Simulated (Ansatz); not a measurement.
# TaH3, from a guessed structure to a relaxed one

This structure for TaH3 is made up. Its elements were placed in a known structure type with a cell scaled to their sizes. What cell does the guess relax to, and how far off was it?

Program: Ansatz 0.2.0. Level of theory: DFT, r2SCAN, plane-wave PAW, files of the set soft_1, scalar-relativistic, no spin, cell and ions relaxed at zero pressure; PAW set soft_1, in the first sound run; inputs show where later runs differ. Results are calculated unless marked as measured.

## Step 1: Starting point

It takes space group Pm-3m (No. 221, cubic). Conventional cell: a = 3.011 Å, b = 3.011 Å, c = 3.011 Å, α = 90.00°, β = 90.00°, γ = 90.00°. Nearest to Ta lie 12 H at 2.13 Å. H has 8 H at 2.13 Å and 4 Ta at 2.13 Å nearest. Farther neighbours are not listed.

## Step 2: Relaxation of the guess

The guessed cell has no reason to be at equilibrium. It is relaxed with the atoms, within the space group of the guess.

input.yaml

```yaml
crystal:
  lattice:
    - [3.011, 0.0, 0.0]
    - [0.0, 3.011, 0.0]
    - [0.0, 0.0, 3.011]
  atoms:
    - { symbol: Ta, position: [0.0, 0.0, 0.0] }
    - { symbol: H, position: [0.5, 0.5, 0.0] }
    - { symbol: H, position: [0.5, 0.0, 0.5] }
    - { symbol: H, position: [0.0, 0.5, 0.5] }
kpoints:
  mp_grid: { grid: [9, 9, 9] }
scf:
  occupations: { method: fermi_dirac, width: 0.05 }
hamiltonian:
  xc: r2scan
  pseudopotentials: { kind: paw, azcp: { folder: soft_1 } }
relax:
  f_tol: 0.015
  max_steps: 70
  cell: {}
output:
  forces: true
  stress: true
```

Command:

```sh
ansatz run input.yaml --threads 4 --pin off --max-ram 8192MiB --backend cpu --events-out ev --progress --plain --runs-dir out
```

Numbers of over 12 decimals in the logs are rounded to 6 here.

What it wrote:

```text
Engine: ansatz 0.2.0, x86_64-unknown-linux-gnu
Pseudopotentials: kind: paw
Pseudopotential: Ta, paw, valence charge 13, recommended cutoff 500 eV (meta_gga), soft_1/Ta.paw.azcp
Pseudopotential: H, paw, valence charge 1, recommended cutoff 500 eV (meta_gga), soft_1/H.paw.azcp
Functional definition: r2SCAN
  parameter k0 = 0.174
  parameter k1 = 0.065
  parameter a1 = 4.9479
  exchange = r2scan_x(k0 = k0, k1 = k1, a1 = a1)
  correlation = r2scan_c
Crystal: 4 atoms, lattice volume = 27.298 Å³
Basis set: ecut = 500 eV, 739 PW (Γ), exchange–correlation on 96×96×96 points (64 copies of the dense FFT grid, shifted against one another)
Bands: 12, of which v1, the nominal top of the filled ones, is band 8 counted from 1 (7 counted from 0)
Symmetry: 48 space group operations
Space group: Pm-3m (ITA 221), of the structure as read, at distance tolerance 3.0e-5 Å
k-points: 35 of 729
Non-local potential: Ta, projectors of the file, l = 0: 3, l = 1: 2, l = 2: 2, l = 3: 1
Non-local potential: H, projectors of the file, l = 0: 2, l = 1: 1
PAW form: soft (Blöchl's): semilocal exchange-correlation on the pseudo side does not see the compensation charge
PAW frozen core: Ta, regenerated for the run's functional (the file was generated under x = pbe(κ = 0.804, μ = 0.219515), c = pbe(β = 0.066725))
PAW one-centre angular grid: Ta, 590 points (default); XC on 160 Gauss nodes
PAW one-centre angular grid: H, 302 points (default); XC on 160 Gauss nodes
Initial density: superposition of atomic densities (chi_scale 0.1, normalization cell, long waves kept (reshape's long-wave potential 0.00 eV rms))
Initial wavefunctions: pseudopotential atomic-orbital guess
Functional: x = r2scan, c = r2scan; τ floored in thin density (d = 2e-4 eV/Å³)
SCF iter   1: F=—  HF=-9992.597969 eV  |F-HF|=—  |Δ(HF+E_count)|=         —  Δρ=6.92e-2  dr2=1.14e0  dr2_τ=5.16e-2  ethr=3.10e-3  ⟨swp⟩=5.8  Hψ=2173  notcnv=0
preconditioner: auto → none  [metal: Δε(μ)=0.126 eV  Ē_g=9.260 eV  σ=0.050 eV  W_gap=0.49  n_scr=6 (ndim 8)  ℏωp=20.1 eV  f_vac=0.000  D(μ)=2.04/eV (n_scr^D=26)  sad-step TF]
SCF iter   2: F=—  HF=-9992.612344 eV  |F-HF|=—  |Δ(HF+E_count)|=   1.44e-2  Δρ=4.07e-2  dr2=3.72e-1  dr2_τ=1.54e-2  ethr=3.10e-3  ⟨swp⟩=2.0  Hψ=822  notcnv=0  defer=4
SCF iter   3: F=—  HF=-9992.602208 eV  |F-HF|=—  |Δ(HF+E_count)|=   1.01e-2  Δρ=3.03e-3  dr2=1.33e-3  dr2_τ=5.40e-4  ethr=2.33e-3  ⟨swp⟩=2.1  Hψ=696  notcnv=0  defer=4
SCF iter   4: F=—  HF=-9992.603566 eV  |F-HF|=—  |Δ(HF+E_count)|=   1.36e-3  Δρ=9.83e-4  dr2=1.25e-4  dr2_τ=4.73e-5  ethr=8.30e-6  ⟨swp⟩=2.4  Hψ=950  notcnv=0  defer=3
SCF iter   5: F=—  HF=-9992.603601 eV  |F-HF|=—  |Δ(HF+E_count)|=   3.46e-5  Δρ=1.57e-4  dr2=4.73e-6  dr2_τ=6.35e-7  ethr=7.82e-7  ⟨swp⟩=2.5  Hψ=624  notcnv=0  defer=3
SCF iter   6: F=—  HF=-9992.603603 eV  |F-HF|=—  |Δ(HF+E_count)|=   1.90e-6  Δρ=1.93e-5  dr2=4.52e-8  dr2_τ=1.07e-8  ethr=6.25e-10  ⟨swp⟩=3.5  Hψ=1803  notcnv=0
SCF iter   7: F=-9992.603603 eV  HF=-9992.603603 eV  |F-HF|=7.64e-11  |Δ(HF+E_count)|=   5.22e-8  Δρ=3.65e-6  dr2=2.84e-9  dr2_τ=6.24e-11  ethr=2.82e-10  ⟨swp⟩=2.3  Hψ=1387  notcnv=0
SCF 1 converged in 7 iterations: F = -9992.603603 eV  dr2 = 2.84e-9
  greatest PAW one-centre occupation: 0.999 electrons in one spin orbital (limit 2), on the Ta atom at site 0 (counted from 0), in its partial waves of l = 0
relax step   1: F+E_penalty+E_count = -9992.60360286 eV  Δ(F+E_penalty+E_count) = +0.000e0 eV  max|allowed force component| = 9.378e-31 eV/Å  Δτ_max = 0.0000 Å  P = -6.737 GPa  Ω = 27.298 Å³  (7 SCF iters, dr2 threshold 1.00e-7 eV, accepted)
Crystal: 4 atoms, lattice volume = 24.160 Å³
Basis set: ecut = 500 eV, 619 PW (Γ), exchange–correlation on 96×96×96 points (64 copies of the dense FFT grid, shifted against one another)
Initial density: handed on by an earlier stage of this run
Initial wavefunctions: those handed on with the density
iter 1 solved again at ethr=6.72e-5 eV; its pass at ethr=3.10e-3 eV (dr2=1.07e-2 eV) is discarded
SCF iter   1: F=—  HF=-9992.237235 eV  |F-HF|=—  |Δ(HF+E_count)|=         —  Δρ=8.60e-3  dr2=1.09e-2  dr2_τ=2.10e-1  ethr=6.72e-5  ⟨swp⟩=1.0  Hψ=3036  notcnv=0
preconditioner: auto → none  [metal: Δε(μ)=0.092 eV  Ē_g=9.824 eV  σ=0.050 eV  W_gap=0.37  n_scr=6 (ndim 8)  ℏωp=21.4 eV  f_vac=0.000  D(μ)=1.64/eV (n_scr^D=18)]
SCF iter   2: F=—  HF=-9992.506056 eV  |F-HF|=—  |Δ(HF+E_count)|=   2.69e-1  Δρ=7.45e-3  dr2=7.52e-3  dr2_τ=4.52e-4  ethr=6.72e-5  ⟨swp⟩=2.1  Hψ=845  notcnv=0
SCF iter   3: F=—  HF=-9992.507702 eV  |F-HF|=—  |Δ(HF+E_count)|=   1.65e-3  Δρ=1.70e-3  dr2=5.56e-4  dr2_τ=7.55e-5  ethr=4.70e-5  ⟨swp⟩=2.5  Hψ=661  notcnv=0
SCF iter   4: F=—  HF=-9992.507782 eV  |F-HF|=—  |Δ(HF+E_count)|=   8.04e-5  Δρ=8.59e-4  dr2=1.07e-4  dr2_τ=8.68e-6  ethr=3.47e-6  ⟨swp⟩=2.1  Hψ=570  notcnv=0
SCF iter   5: F=—  HF=-9992.507794 eV  |F-HF|=—  |Δ(HF+E_count)|=   1.19e-5  Δρ=3.09e-4  dr2=1.63e-5  dr2_τ=6.85e-7  ethr=6.68e-7  ⟨swp⟩=1.0  Hψ=420  notcnv=0
SCF iter   6: F=—  HF=-9992.507794 eV  |F-HF|=—  |Δ(HF+E_count)|=   1.99e-7  Δρ=6.67e-5  dr2=8.00e-7  dr2_τ=3.78e-8  ethr=1.02e-7  ⟨swp⟩=2.1  Hψ=552  notcnv=0
SCF iter   7: F=-9992.507794 eV  HF=-9992.507794 eV  |F-HF|=3.54e-9  |Δ(HF+E_count)|=   8.77e-8  Δρ=2.83e-5  dr2=1.30e-7  dr2_τ=5.88e-9  ethr=2.50e-9  ⟨swp⟩=4.3  Hψ=1307  notcnv=0
SCF 2 converged in 7 iterations: F = -9992.507794 eV  dr2 = 1.30e-7
relax step   2: F+E_penalty+E_count = -9992.50779392 eV  Δ(F+E_penalty+E_count) = +9.581e-2 eV  max|allowed force component| = 1.274e-31 eV/Å  Δτ_max = 0.0000 Å  P = +19.107 GPa  Ω = 24.160 Å³  energy of the carried Pulay correction = +7.279e-4 eV  (7 SCF iters, dr2 threshold 4.00e-7 eV, rejected (line search))
Crystal: 4 atoms, lattice volume = 26.404 Å³
Basis set: ecut = 500 eV, 691 PW (Γ), exchange–correlation on 96×96×96 points (64 copies of the dense FFT grid, shifted against one another)
iter 1 solved again at ethr=4.72e-5 eV; its pass at ethr=3.10e-3 eV (dr2=7.56e-3 eV) is discarded
SCF iter   1: F=—  HF=-9992.468148 eV  |F-HF|=—  |Δ(HF+E_count)|=         —  Δρ=6.36e-3  dr2=7.68e-3  dr2_τ=1.24e-1  ethr=4.72e-5  ⟨swp⟩=1.0  Hψ=2932  notcnv=0
preconditioner: auto → none  [metal: Δε(μ)=0.076 eV  Ē_g=9.017 eV  σ=0.050 eV  W_gap=0.34  n_scr=6 (ndim 8)  ℏωp=20.4 eV  f_vac=0.000  D(μ)=1.92/eV (n_scr^D=18)]
SCF iter   2: F=—  HF=-9992.624899 eV  |F-HF|=—  |Δ(HF+E_count)|=   1.57e-1  Δρ=5.89e-3  dr2=5.44e-3  dr2_τ=2.08e-4  ethr=4.72e-5  ⟨swp⟩=2.0  Hψ=840  notcnv=0
SCF iter   3: F=—  HF=-9992.625355 eV  |F-HF|=—  |Δ(HF+E_count)|=   4.56e-4  Δρ=1.33e-3  dr2=3.92e-4  dr2_τ=5.23e-5  ethr=3.40e-5  ⟨swp⟩=2.1  Hψ=551  notcnv=0
SCF iter   4: F=—  HF=-9992.625404 eV  |F-HF|=—  |Δ(HF+E_count)|=   4.91e-5  Δρ=5.96e-4  dr2=5.47e-5  dr2_τ=1.67e-5  ethr=2.45e-6  ⟨swp⟩=2.1  Hψ=664  notcnv=0
SCF iter   5: F=—  HF=-9992.625392 eV  |F-HF|=—  |Δ(HF+E_count)|=   1.19e-5  Δρ=2.64e-4  dr2=1.40e-5  dr2_τ=1.95e-7  ethr=3.42e-7  ⟨swp⟩=2.3  Hψ=696  notcnv=0
SCF iter   6: F=—  HF=-9992.625389 eV  |F-HF|=—  |Δ(HF+E_count)|=   3.19e-6  Δρ=3.13e-5  dr2=2.02e-7  dr2_τ=3.61e-9  ethr=8.74e-8  ⟨swp⟩=1.9  Hψ=514  notcnv=0
SCF iter   7: F=—  HF=-9992.625389 eV  |F-HF|=—  |Δ(HF+E_count)|=   4.66e-7  Δρ=9.98e-6  dr2=2.02e-8  dr2_τ=2.45e-10  ethr=1.26e-9  ⟨swp⟩=2.2  Hψ=603  notcnv=0
SCF iter   8: F=—  HF=-9992.625389 eV  |F-HF|=—  |Δ(HF+E_count)|=   2.01e-9  Δρ=2.37e-6  dr2=1.14e-9  dr2_τ=2.66e-11  ethr=1.26e-10  ⟨swp⟩=2.0  Hψ=553  notcnv=0
SCF iter   9: F=—  HF=-9992.625389 eV  |F-HF|=—  |Δ(HF+E_count)|=  1.22e-10  Δρ=9.48e-7  dr2=1.81e-10  dr2_τ=2.10e-12  ethr=7.15e-12  ⟨swp⟩=1.2  Hψ=468  notcnv=0
SCF iter  10: F=-9992.625389 eV  HF=-9992.625389 eV  |F-HF|=5.46e-12  |Δ(HF+E_count)|=  2.73e-11  Δρ=1.70e-8  dr2=5.71e-14  dr2_τ=8.52e-15  ethr=1.00e-12  ⟨swp⟩=4.9  Hψ=1493  notcnv=0
SCF 3 converged in 10 iterations: F = -9992.625389 eV  dr2 = 5.71e-14
relax step   3: F+E_penalty+E_count = -9992.62538921 eV  Δ(F+E_penalty+E_count) = -2.179e-2 eV  max|allowed force component| = 2.886e-31 eV/Å  Δτ_max = 0.0000 Å  P = -0.843 GPa  Ω = 26.404 Å³  energy of the carried Pulay correction = +1.987e-4 eV  (10 SCF iters, accepted)
Crystal: 4 atoms, lattice volume = 26.290 Å³
iter 1 solved again at ethr=1.07e-7 eV; its pass at ethr=3.10e-3 eV (dr2=1.70e-5 eV) is discarded
SCF iter   1: F=—  HF=-9992.625334 eV  |F-HF|=—  |Δ(HF+E_count)|=         —  Δρ=2.87e-4  dr2=1.52e-5  dr2_τ=2.76e-4  ethr=1.07e-7  ⟨swp⟩=2.0  Hψ=2775  notcnv=0
preconditioner: auto → none  [metal: Δε(μ)=0.039 eV  Ē_g=9.124 eV  σ=0.050 eV  W_gap=0.19  n_scr=6 (ndim 8)  ℏωp=20.5 eV  f_vac=0.000  D(μ)=1.95/eV (n_scr^D=26)]
SCF iter   2: F=—  HF=-9992.625721 eV  |F-HF|=—  |Δ(HF+E_count)|=   3.87e-4  Δρ=2.76e-4  dr2=1.20e-5  dr2_τ=5.88e-7  ethr=9.51e-8  ⟨swp⟩=2.0  Hψ=704  notcnv=0
SCF iter   3: F=—  HF=-9992.625722 eV  |F-HF|=—  |Δ(HF+E_count)|=   1.30e-6  Δρ=7.11e-5  dr2=9.12e-7  dr2_τ=1.02e-7  ethr=7.50e-8  ⟨swp⟩=2.1  Hψ=527  notcnv=0
SCF iter   4: F=-9992.625723 eV  HF=-9992.625723 eV  |F-HF|=2.25e-8  |Δ(HF+E_count)|=   2.48e-7  Δρ=2.73e-5  dr2=1.24e-7  dr2_τ=3.29e-8  ethr=2.50e-9  ⟨swp⟩=4.6  Hψ=1441  notcnv=0
SCF 4 converged in 4 iterations: F = -9992.625723 eV  dr2 = 1.24e-7
relax step   4: F+E_penalty+E_count = -9992.62572264 eV  Δ(F+E_penalty+E_count) = -3.334e-4 eV  max|allowed force component| = 8.895e-31 eV/Å  Δτ_max = 0.0000 Å  P = -0.016 GPa  Ω = 26.290 Å³  energy of the carried Pulay correction = +2.245e-4 eV  (4 SCF iters, dr2 threshold 4.00e-7 eV, accepted)
Initial wavefunctions: pseudopotential atomic-orbital guess (no wavefunctions were taken with the density)
iter 1 solved again at ethr=1.47e-8 eV; its pass at ethr=3.10e-3 eV (dr2=2.36e-6 eV) is discarded
SCF iter   1: F=—  HF=-9992.625501 eV  |F-HF|=—  |Δ(HF+E_count)|=         —  Δρ=6.56e-5  dr2=2.04e-7  dr2_τ=1.02e-6  ethr=1.47e-8  ⟨swp⟩=3.7  Hψ=3551  notcnv=0
preconditioner: auto → none  [metal: Δε(μ)=0.037 eV  Ē_g=9.123 eV  σ=0.050 eV  W_gap=0.18  n_scr=6 (ndim 8)  ℏωp=20.5 eV  f_vac=0.000  D(μ)=1.95/eV (n_scr^D=26)]
SCF iter   2: F=—  HF=-9992.625500 eV  |F-HF|=—  |Δ(HF+E_count)|=   1.37e-6  Δρ=3.25e-5  dr2=5.05e-8  dr2_τ=3.63e-8  ethr=1.28e-9  ⟨swp⟩=2.5  Hψ=660  notcnv=0
SCF iter   3: F=—  HF=-9992.625500 eV  |F-HF|=—  |Δ(HF+E_count)|=   6.52e-8  Δρ=2.39e-6  dr2=1.56e-9  dr2_τ=5.91e-10  ethr=3.16e-10  ⟨swp⟩=2.0  Hψ=517  notcnv=0
SCF iter   4: F=—  HF=-9992.625500 eV  |F-HF|=—  |Δ(HF+E_count)|=    0.00e0  Δρ=7.19e-7  dr2=5.32e-11  dr2_τ=1.49e-11  ethr=9.76e-12  ⟨swp⟩=2.8  Hψ=755  notcnv=0
SCF iter   5: F=-9992.625500 eV  HF=-9992.625500 eV  |F-HF|=9.09e-12  |Δ(HF+E_count)|=  1.47e-10  Δρ=2.02e-7  dr2=2.73e-12  dr2_τ=2.69e-12  ethr=1.00e-12  ⟨swp⟩=4.2  Hψ=1406  notcnv=0
SCF 5 converged in 5 iterations: F = -9992.625500 eV  dr2 = 2.73e-12
relax step   5: F+E_penalty+E_count = -9992.62550009 eV  Δ(F+E_penalty+E_count) = +2.226e-4 eV  max|allowed force component| = 1.752e-30 eV/Å  Δτ_max = 0.0000 Å  P = -0.018 GPa  Ω = 26.290 Å³  stress off target by 1.79e-2 GPa  SCF on the basis re-selected at this cell (its energy is not comparable with the rows above)  (5 SCF iters)
basis re-selected at this cell: Δ(F+E_penalty+E_count) = +2.226e-4 eV, ΔP = -0.002 GPa vs the last step (what re-selecting the basis moved, of the pressure what is left beyond the Pulay correction that the steps carried, after the strain that the cell walked since its last selection, with what the two solves' SCF thresholds leave and, on support functions, any second-order correction that the steps lacked; it is no m [...]
SCF converged after 5 iterations
Free energy (F): -9992.625500 eV
Harris-Foulkes:  -9992.625500 eV  (|F-HF|=9.09e-12)
Internal energy: -9992.609741 eV  (E = F + TS)
E sigma→0 (E₀):  -9992.617621 eV
Entropy (-TS):   -0.015759 eV (-3.940 meV/atom)
Fermi energy:    15.433997 eV
--- Per-component energies (eV) ---
  E_band       = -164.486675
  E_kinetic    = 437.371137
  E_local      = -702.064230  (includes V_loc(G=0)·N_el)
  E_nonlocal   = -8.913745
  E_hartree    = 250.219974
  E_xc         = -333.736328
  E_vxc        = -299.494791  (∫ρ·V_xc dr)
  E_paw        = -8334.592133  (= ΣΔE_a)
  E_vpaw       = -106.636555  (= ΣTr[D̂ρ^β])
  E_aug_tail   = -0.000135  (compensation charges beyond the density's cutoff)
  E_vtau       = 14.811675  (kinetic-family band-sum trace: ∫τ·v_τ [+ j·A + Jᵃ·Aᵃ] dr)
  E_ewald      = -1300.137743
  E_core_change = -0.756538  (= ΣΔE_core)
  E_smearing   = -0.015759  (= −TS)
  E_closure    = 0.000000  (closes the sum)
  Σ components = -9992.625500   (vs F -9992.625500, Δ=0.00e0)
--- Forces (eV/Å), atoms counted from 1 ---
  atom   1  Ta     0.00000000     0.00000000     0.00000000
  atom   2  H     -0.00000000     0.00000000    -0.00000000
  atom   3  H      0.00000000    -0.00000000    -0.00000000
  atom   4  H      0.00000000     0.00000000    -0.00000000
  max |Σ_I F_I| component: 8.79e-31 eV/Å
--- Stress (GPa, compression-positive) ---
       -0.017906      -0.000000      -0.000000
       -0.000000      -0.017906      -0.000000
       -0.000000      -0.000000      -0.017906
  P = ⅓ Tr σ = -0.0179 GPa (-0.179 kbar)
--- Relaxed structure (4 steps of the walk, 3 accepted, 1 SCFs on fresh bases) ---
  F+E_penalty+E_count = -9992.62550009 eV   max|allowed force component| = 1.752e-30 eV/Å   (the final SCF, on the basis selected at the relaxed cell)
  cell:  # Å, volume = 26.2901 Å³
    - [2.973472, 0, 0]
    - [0, 2.973472, 0]
    - [0, 0, 2.973472]
  atoms:
    - { symbol: Ta, position: [0, 0, 0] }
    - { symbol: H, position: [0.500000, 0.500000, 0] }
    - { symbol: H, position: [0.500000, 0, 0.500000] }
    - { symbol: H, position: [0, 0.500000, 0.500000] }
```

The job ended after 2.4 s (4 threads of Intel Xeon Platinum 8375C at 2.90GHz (Ice Lake), shared host; peak memory 0.48 GiB).

Step by step:

| step | energy less that of the first step (eV) | largest force component (eV/Å) | pressure (GPa) | volume (Å³) |
| --- | --- | --- | --- | --- |
| 1 | 0.0000 | 0.0000 | -6.74 | 27.30 |
| 2 | 0.0958 | 0.0000 | 19.11 | 24.16 |
| 3 | -0.0218 | 0.0000 | -0.84 | 26.40 |
| 4 | -0.0221 | 0.0000 | -0.02 | 26.29 |
| 5* | -0.0219 | 0.0000 | -0.02 | 26.29 |

Relaxation steps marked * repeat the geometry before them on a plane-wave basis chosen anew for their cell, so energy and pressure can jump there. Relaxation step 2 was tried and not accepted.

Forces are held to the 48 operations that the run works with; a distortion that breaks them can't arise in this run.

| conventional cell, symmetrised | before | after | change |
| --- | --- | --- | --- |
| a (Å) | 3.011 | 2.973 | -1.2 % |
| b (Å) | 3.011 | 2.973 | -1.2 % |
| c (Å) | 3.011 | 2.973 | -1.2 % |
| volume (Å³/atom) | 6.82 | 6.57 | -3.7 % |

Final coordinates:

```xyz
4
Lattice="2.9735 0.0000 0.0000 0.0000 2.9735 0.0000 0.0000 0.0000 2.9735" Properties=species:S:1:pos:R:3 pbc="T T T"
Ta    0.0000    0.0000    0.0000
H     1.4867    1.4867    0.0000
H     1.4867    0.0000    1.4867
H     0.0000    1.4867    1.4867
```

Numbers from this step:

```yaml
free_energy: -9992.6255 eV
energy_at_zero_smearing: -9992.6176 eV
smearing_term_ts: 0.01576 eV
fermi_energy: 15.43 eV
electrons: 16
symmetry_operations: 48
pressure: -0.01791 GPa
```

Shortest distances by pair of elements, guess and relaxed (not always the same contact):

| pair | guess (Å) | relaxed (Å) |
| --- | --- | --- |
| H–Ta | 2.129 | 2.103 |
| H–H | 2.129 | 2.103 |
| Ta–Ta | 3.011 | 2.973 |

The relaxation ends with a pressure of -0.02 GPa.

(Continued in part 2 of 2.)

[Logs are printed without paths, hosts, clocks, repeated set-up lines and the standing remarks that a program may print on its own settings, such as how far it seeks lower states.]

[Hosts, paths, dates, database ids (printed as entryN), source tags and the programs' standing remarks are cut or masked in the printed files.]
